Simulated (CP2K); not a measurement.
Two runs for the C K edge of 2-mercaptothiophene. Run A: CP2K XAS_TDP, all-electron GAPW, PBEh(45%), aug-cc-pVDZ, TDA, no relativity. Run B differs in one setting.

First lines with a strength over 0.0015. A:

| atom | energy (eV) | states | strength, one atom |
| --- | --- | --- | --- |
| C2 (bonded to C and 2 S) | 282.68 | 1 | 0.0530 |
|  | 284.56 | 1 | 0.0170 |
|  | 284.99 | 1 | 0.0454 |
|  | 286.20 | 1 | 0.0046 |
|  | 286.86 | 1 | 0.0057 |
| C3 (bonded to 2 C and H) | 281.88 | 1 | 0.0419 |
|  | 283.97 | 1 | 0.0108 |
|  | 284.19 | 1 | 0.0071 |
|  | 284.47 | 1 | 0.0053 |
|  | 285.37 | 1 | 0.0027 |
| C4 (bonded to 2 C and H) | 281.79 | 1 | 0.0471 |
|  | 284.14 | 1 | 0.0094 |
|  | 284.38 | 1 | 0.0093 |
|  | 284.61 | 1 | 0.0058 |
|  | 285.99 | 1 | 0.0031 |
| C5 (bonded to C, S and H) | 281.92 | 1 | 0.0483 |
|  | 284.07 | 1 | 0.0295 |
|  | 284.91 | 1 | 0.0108 |
|  | 285.52 | 1 | 0.0071 |
|  | 285.99 | 1 | 0.0061 |

B:

```csv
atom,energy (eV),states,"strength, one atom"
C2 (bonded to C and 2 S),282.90,1,0.0532
,284.85,1,0.0173
,285.23,1,0.0460
,286.48,1,0.0046
,287.12,1,0.0056
C3 (bonded to 2 C and H),282.09,1,0.0423
,284.18,1,0.0108
,284.44,1,0.0068
,284.71,1,0.0060
,285.62,1,0.0028
C4 (bonded to 2 C and H),282.03,1,0.0473
,284.39,1,0.0093
,284.65,1,0.0094
,284.86,1,0.0059
,286.26,1,0.0031
"C5 (bonded to C, S and H)",282.16,1,0.0484
,284.33,1,0.0301
,285.19,1,0.0108
,285.79,1,0.0071
,286.26,1,0.0059
```

Which was it: the functional, scalar relativity switched on, GW2X switched on, the basis?

Scalar relativity switched on. Relativity shifts all lines of an element by nearly the same amount and keeps their strengths. Against PBEh(45%) in aug-cc-pVDZ, the leading lines move by +0.22 eV (C2, to 282.90), +0.21 eV (C3, to 282.09), +0.24 eV (C4, to 282.03) and +0.24 eV (C5, to 282.16). The next line of C2 over the strength cut lies 1.95 eV higher, against 1.88.

[Banner, clock and machine lines of the logs are left out without a mark of their own.]

[Logs are printed without paths, hosts, clocks, repeated set-up lines and the standing remarks that a program may print on its own settings, such as how far it seeks lower states.]

[Hosts, paths, dates, database ids (printed as entryN), source tags and the programs' standing remarks are cut or masked in the printed files.]
